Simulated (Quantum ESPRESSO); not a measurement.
**Magnetic state of VClO from several starts**

Does VClO prefer parallel or opposed moments?

Main program and level: Quantum ESPRESSO 7.5; PBEsol with U = 3.2 eV on V d (ortho-atomic projectors); plane waves with GBRV 1.5 PBEsol potentials, no spin-orbit coupling.

## Step 1: The structure

It takes space group Pmmn (No. 59, orthorhombic). Conventional cell: a = 3.300 Å, b = 3.780 Å, c = 7.910 Å, α = 90.00°, β = 90.00°, γ = 90.00°. V has 4 O at 1.97 to 2.08 Å and 2 Cl at 2.36 Å nearest. Nearest to Cl lie 2 V at 2.36 Å. Nearest to O lie 4 V at 1.97 to 2.08 Å. Farther neighbours and most contacts between anions are not listed.

The cell comes from the Crystallography Open Database.

## Step 2: Run 1, typed as ferro ++

The signs are those of the starting moments on the seeded atoms, the atoms that are given a moment.

Contents of pw.in:

```
&CONTROL
  calculation = 'scf'
  prefix = 'pwscf'
  outdir = './tmp'
  pseudo_dir = './pseudo'
  disk_io = 'nowf'
/
&SYSTEM
  ibrav = 0
  nat = 6
  ntyp = 3
  ecutwfc = 40
  ecutrho = 280
  nbnd = 38
  occupations = 'smearing'
  smearing = 'fd'
  degauss = 0.00367493
  nspin = 2
  starting_magnetization(1) = 0.1538
  starting_magnetization(2) = 0
  starting_magnetization(3) = 0
/
&ELECTRONS
  conv_thr = 1.2d-08
  electron_maxstep = 150
  mixing_beta = 0.3
/
ATOMIC_SPECIES
V      50.9415 v_pbesol_v1.4.uspp.F.UPF
Cl     35.4500 cl_pbesol_v1.4.uspp.F.UPF
O      15.9990 o_pbesol_v1.2.uspp.F.UPF
CELL_PARAMETERS angstrom
   3.3000000000    0.0000000000    0.0000000000
   0.0000000000    3.7800000000    0.0000000000
   0.0000000000    0.0000000000    7.9100000000
ATOMIC_POSITIONS crystal
V       0.0000000000    0.5000000000    0.1148000000
V       0.5000000000    0.0000000000    0.8852000000
Cl      0.5000000000    0.5000000000    0.3279000000
Cl      0.0000000000    0.0000000000    0.6721000000
O       0.5000000000    0.5000000000    0.9542000000
O       0.0000000000    0.0000000000    0.0458000000
K_POINTS automatic
6 6 6 0 0 0
HUBBARD {ortho-atomic}
U V-3d 3.2000
```

Started as:

```
$ OMP_NUM_THREADS=1 mpirun -n 4 pw.x -nk 4 -in pw.in > pw.out
```

The log of the run:

```text
Program PWSCF v.7.5 starts

     Message from routine setup:
     using ibrav=0 with symmetry is DISCOURAGED, use correct ibrav instead

     K-points division:     npool     =       4
     Subspace diagonalization in iterative solution of the eigenvalue problem:

     G-vector sticks info
     --------------------
     sticks:   dense  smooth     PW     G-vecs:    dense   smooth      PW
     Sum         995     569    171                52689    22757    3875

     Using Slab Decomposition

     bravais-lattice index     =            0
     lattice parameter (alat)  =       6.2361  a.u.
     unit-cell volume          =     665.8537 (a.u.)^3
     number of atoms/cell      =            6
     number of atomic types    =            3
     number of electrons       =        52.00
     number of Kohn-Sham states=           38
     kinetic-energy cutoff     =      40.0000  Ry
     charge density cutoff     =     280.0000  Ry
     scf convergence threshold =      1.2E-08
     mixing beta               =       0.3000
     number of iterations used =            8  plain     mixing
     Exchange-correlation= SLA  PW   PSX  PSC
                           (   1   4  10   8   0   0   0)
     Hubbard projectors: ortho-atomic
     Hubbard parameters of DFT+U (Dudarev formulation) in eV:
     U(V-3d) =  3.2000

     Internal variables: lda_plus_u =T, lda_plus_u_kind = 0

     Internal variables: orbital_resolved =F, hub_pot_fix =F, apply_U = F

     celldm(1)=   6.236096  celldm(2)=   0.000000  celldm(3)=   0.000000
     celldm(4)=   0.000000  celldm(5)=   0.000000  celldm(6)=   0.000000

     crystal axes: (cart. coord. in units of alat)
               a(1) = (   1.000000   0.000000   0.000000 )
               a(2) = (   0.000000   1.145455   0.000000 )
               a(3) = (   0.000000   0.000000   2.396970 )

     reciprocal axes: (cart. coord. in units 2 pi/alat)
               b(1) = (  1.000000  0.000000  0.000000 )
               b(2) = (  0.000000  0.873016  0.000000 )
               b(3) = (  0.000000  0.000000  0.417193 )

     PseudoPot. # 1 for V  read from file:
     v_pbesol_v1.4.uspp.F.UPF
     Pseudo is Ultrasoft + core correction, Zval = 13.0
     Generated by new atomic code, or converted to UPF format
     Using radial grid of  853 points,  6 beta functions with:
                l(1) =   0
                l(2) =   0
                l(3) =   1
                l(4) =   1
                l(5) =   2
                l(6) =   2
     Q(r) pseudized with  8 coefficients,  rinner =    1.100   1.100   1.100
                                                       1.100   1.100

     PseudoPot. # 2 for Cl read from file:
     cl_pbesol_v1.4.uspp.F.UPF
     Pseudo is Ultrasoft + core correction, Zval =  7.0
     Generated by new atomic code, or converted to UPF format
     Using radial grid of  909 points,  6 beta functions with:
                l(1) =   0
                l(2) =   0
                l(3) =   1
                l(4) =   1
                l(5) =   2
                l(6) =   2
     Q(r) pseudized with  8 coefficients,  rinner =    1.300   1.300   1.300
                                                       1.300   1.300

     PseudoPot. # 3 for O  read from file:
     o_pbesol_v1.2.uspp.F.UPF
     Pseudo is Ultrasoft + core correction, Zval =  6.0
     Generated by new atomic code, or converted to UPF format
     Using radial grid of  737 points,  5 beta functions with:
                l(1) =   0
                l(2) =   0
                l(3) =   1
                l(4) =   1
                l(5) =   2
     Q(r) pseudized with  8 coefficients,  rinner =    0.900   0.900   0.900
                                                       0.900   0.900

     atomic species   valence    mass     pseudopotential
     V                13.00    50.94150     V ( 1.00)
     Cl                7.00    35.45000     Cl( 1.00)
     O                 6.00    15.99900     O ( 1.00)

     Starting magnetic structure
     atomic species   magnetization
     V               0.154
     Cl              0.000
     O               0.000

      8 Sym. Ops., with inversion, found ( 4 have fractional translation)

   Cartesian axes

     site n.     atom                  positions (alat units)
         1        V      tau(   1) = (   0.0000000   0.5727273   0.2751721  )
         2        V      tau(   2) = (   0.5000000   0.0000000   2.1217976  )
         3        Cl     tau(   3) = (   0.5000000   0.5727273   0.7859664  )
         4        Cl     tau(   4) = (   0.0000000   0.0000000   1.6110033  )
         5        O      tau(   5) = (   0.5000000   0.5727273   2.2871885  )
         6        O      tau(   6) = (   0.0000000   0.0000000   0.1097812  )

     number of k points=    64  Fermi-Dirac smearing, width (Ry)=  0.0037
                       cart. coord. in units 2pi/alat
        k(    1) = (   0.0000000   0.0000000   0.0000000), wk =   0.0046296
        k(    2) = (   0.0000000   0.0000000   0.0695322), wk =   0.0092593
        k(    3) = (   0.0000000   0.0000000   0.1390645), wk =   0.0092593
        k(    4) = (   0.0000000   0.0000000  -0.2085967), wk =   0.0046296
        k(    5) = (   0.0000000   0.1455026   0.0000000), wk =   0.0092593
        [... 59 further k-points ...]

     Dense  grid:    52689 G-vectors     FFT dimensions: (  36,  40,  80)

     Smooth grid:    22757 G-vectors     FFT dimensions: (  30,  30,  64)

     Check: negative core charge=   -0.000002
     Generating pointlists ...
     new r_m :   0.2459 (alat units)  1.5335 (a.u.) for type    1
     new r_m :   0.2948 (alat units)  1.8387 (a.u.) for type    2
     new r_m :   0.2459 (alat units)  1.5335 (a.u.) for type    3

     Initial potential from superposition of free atoms

     starting charge      51.9977, renormalised to      52.0000

     negative rho (up, down):  1.563E-02 1.552E-02

     STARTING HUBBARD OCCUPATIONS:

     =================== HUBBARD OCCUPATIONS ===================
     ------------------------ ATOM    1 ------------------------
     Tr[ns(  1)] (up, down, total) =   3.00000  0.00000  3.00000
     Atomic magnetic moment for atom   1 =   3.00000
     [... lines left out ...]
     ------------------------ ATOM    2 ------------------------
     Tr[ns(  2)] (up, down, total) =   3.00000  0.00000  3.00000
     Atomic magnetic moment for atom   2 =   3.00000
     [... lines left out ...]
     Number of occupied Hubbard levels =    6.0000

     Atomic wfc used for Hubbard projectors are orthogonalized

     Starting wfcs are   36 randomized atomic wfcs +    2 random wfcs

     Self-consistent Calculation

     iteration #  1     ecut=    40.00 Ry     beta= 0.30
     Davidson diagonalization with overlap
     ethr =  1.00E-02,  avg # of iterations =  5.2

     =================== HUBBARD OCCUPATIONS ===================
     ------------------------ ATOM    1 ------------------------
     Tr[ns(  1)] (up, down, total) =   2.61025  0.44300  3.05325
     Atomic magnetic moment for atom   1 =   2.16725
     [... lines left out ...]
     ------------------------ ATOM    2 ------------------------
     Tr[ns(  2)] (up, down, total) =   2.61025  0.44300  3.05325
     Atomic magnetic moment for atom   2 =   2.16725
     [... lines left out ...]
     Number of occupied Hubbard levels =    6.1065

     negative rho (up, down):  1.538E-02 1.621E-02

     total energy              =    -420.70756984 Ry
     estimated scf accuracy    <       1.13762865 Ry

     total magnetization       =     4.00 Bohr mag/cell
     absolute magnetization    =     4.61 Bohr mag/cell

     iteration #  2     ecut=    40.00 Ry     beta= 0.30
     Davidson diagonalization with overlap
     ethr =  2.19E-03,  avg # of iterations =  2.1

     negative rho (up, down):  1.514E-02 1.655E-02

     total energy              =    -420.97306709 Ry
     estimated scf accuracy    <       0.11993100 Ry

     total magnetization       =     4.00 Bohr mag/cell
     absolute magnetization    =     4.54 Bohr mag/cell

     iteration #  3     ecut=    40.00 Ry     beta= 0.30
     Davidson diagonalization with overlap
     ethr =  2.31E-04,  avg # of iterations =  4.2

     negative rho (up, down):  1.475E-02 1.724E-02

     total energy              =    -421.00400141 Ry
     estimated scf accuracy    <       0.06642810 Ry

     total magnetization       =     4.00 Bohr mag/cell
     absolute magnetization    =     4.46 Bohr mag/cell

     [... further iterations left out ...]

     iteration # 11     ecut=    40.00 Ry     beta= 0.30
     Davidson diagonalization with overlap
     ethr =  2.08E-09,  avg # of iterations =  1.6

     negative rho (up, down):  1.434E-02 1.795E-02

     total energy              =    -421.03286671 Ry
     estimated scf accuracy    <       0.00000055 Ry

     total magnetization       =     4.00 Bohr mag/cell
     absolute magnetization    =     4.22 Bohr mag/cell

     iteration # 12     ecut=    40.00 Ry     beta= 0.30
     Davidson diagonalization with overlap
     ethr =  1.06E-09,  avg # of iterations =  1.5

     negative rho (up, down):  1.434E-02 1.795E-02

     total energy              =    -421.03286696 Ry
     estimated scf accuracy    <       0.00000009 Ry

     total magnetization       =     4.00 Bohr mag/cell
     absolute magnetization    =     4.22 Bohr mag/cell

     iteration # 13     ecut=    40.00 Ry     beta= 0.30
     Davidson diagonalization with overlap
     ethr =  1.71E-10,  avg # of iterations =  1.6

     negative rho (up, down):  1.434E-02 1.795E-02

     total energy              =    -421.03286702 Ry
     estimated scf accuracy    <       0.00000001 Ry

     total magnetization       =     4.00 Bohr mag/cell
     absolute magnetization    =     4.22 Bohr mag/cell

     iteration # 14     ecut=    40.00 Ry     beta= 0.30
     Davidson diagonalization with overlap
     ethr =  2.67E-11,  avg # of iterations =  2.0

     negative rho (up, down):  1.434E-02 1.795E-02

     Magnetic moment per site  (integrated on atomic sphere of radius R)
     atom   1 (R=0.246)  charge=  9.7188  magn=  1.5383
     atom   2 (R=0.246)  charge=  9.7188  magn=  1.5383
     atom   3 (R=0.295)  charge=  5.1502  magn= -0.0153
     atom   4 (R=0.295)  charge=  5.1502  magn= -0.0153
     atom   5 (R=0.246)  charge=  5.4733  magn= -0.0229
     atom   6 (R=0.246)  charge=  5.4733  magn= -0.0229

     End of self-consistent calculation

     =================== HUBBARD OCCUPATIONS ===================
     ------------------------ ATOM    1 ------------------------
     Tr[ns(  1)] (up, down, total) =   2.67490  0.66156  3.33645
     Atomic magnetic moment for atom   1 =   2.01334
     [... lines left out ...]
     ------------------------ ATOM    2 ------------------------
     Tr[ns(  2)] (up, down, total) =   2.67490  0.66156  3.33645
     Atomic magnetic moment for atom   2 =   2.01334
     [... lines left out ...]
     Number of occupied Hubbard levels =    6.6729

     Number of k-points >= 100: set verbosity='high' to print the bands.

     the Fermi energy is     7.0949 ev

!    total energy              =    -421.03286705 Ry
     estimated scf accuracy    <          2.1E-09 Ry
     smearing contrib. (-TS)   =      -0.00000001 Ry
     internal energy E=F+TS    =    -421.03286703 Ry

     The total energy is F=E-TS. E is the sum of the following terms:
     one-electron contribution =    -379.16758923 Ry
     hartree contribution      =     207.59148825 Ry
     xc contribution           =     -72.15100205 Ry
     ewald contribution        =    -177.56304860 Ry
     Hubbard energy            =       0.25728460 Ry

     total magnetization       =     4.00 Bohr mag/cell
     absolute magnetization    =     4.23 Bohr mag/cell

     convergence has been achieved in  14 iterations

=------------------------------------------------------------------------------=
   JOB DONE.
=------------------------------------------------------------------------------=
```

The job ended after 71 s (4 MPI ranks of Arm Neoverse V2, shared host; peak memory 0.83 GiB; 4.7 min of CPU time).

Spin moment in the atom's sphere by atom:

```
atom  spin moment in the atom's sphere (μB)
  V1                                   1.54
  V2                                   1.54
 Cl3                                  -0.02
 Cl4                                  -0.02
  O5                                  -0.02
  O6                                  -0.02
```

Read from the output:

```
smearing term TS       : 2.01e-7 eV
magnetization          : 4 μB
absolute magnetization : 4.225 μB
final state            : ferromagnetic
```

Spin density in the ac plane at fractional y = 0.000, with atoms of V and Cl and O within 0.2 Å of it.

Ten even steps from '_' (0.0 e/Å³) to '@' (2.2 e/Å³), each cell a mean:
```
____________::==::__________
________....==@@--..________
______..::++%%%%%%++..______
____________==@@--__________
____________::==::__________
______________..____________
____________________________
____________________________
____________________________
____________________________
____________________________
____________________________
____________________________
____________________________
____________________________
____________________________
____________________________
____________________________
____________________________
____________________________
____________________________
____________________________
____________________________
______________..____________
```
Columns run along a (3.3 Å), rows up along c (7.9 Å). Atoms in or near the plane, at fractional coordinates: V at (0.50, 0.89), Cl at (0.00, 0.67), O at (0.00, 0.05).

Valence density in the ac plane at fractional y = 0.000, with atoms of V and Cl and O within 0.2 Å of it. It is the smooth field of the valence electrons, not physical close to the nuclei.

Ten steps, logarithmic in the rise over the least value, from '_' (-1 e/Å³) to '@' (11 e/Å³), each cell a mean:
```
****++++++**######++++++++**
======++**%%@@@@@@%%++======
======++##@@@@##@@@@**======
========**%%@@@@@@##++======
++++++==++**####**++++==++++
****++++============++++++**
++******++==========++******
__++****++==========++****==
++****++======--====++******
****++++====------====++++**
++++======----------======++
======----------------======
----------------------------
----------------------------
----------------------------
----------------------------
----------------------------
----------------------------
----------------------------
========--------------======
**++++====----------====++++
%%##**++====------====++##%%
@@%%##++============++**##%%
%%%%##++============++**##%%
```
Columns run along a (3.3 Å), rows up along c (7.9 Å). Atoms in or near the plane, at fractional coordinates: V at (0.50, 0.89), Cl at (0.00, 0.67), O at (0.00, 0.05).

[end of part 1 of 2]

[Logs and program files are shortened in this print: banners, set-up blocks, solver, clock and traceback lines can be left out without a mark of their own.]

[Logs are printed without paths, hosts, clocks, repeated set-up lines and the standing remarks that a program may print on its own settings, such as how far it seeks lower states.]

[Hosts, paths, dates, database ids (printed as entryN), source tags and the programs' standing remarks are cut or masked in the printed files.]

[Where a cell is said to come from a database of computed structures, the database is the Materials Project.]
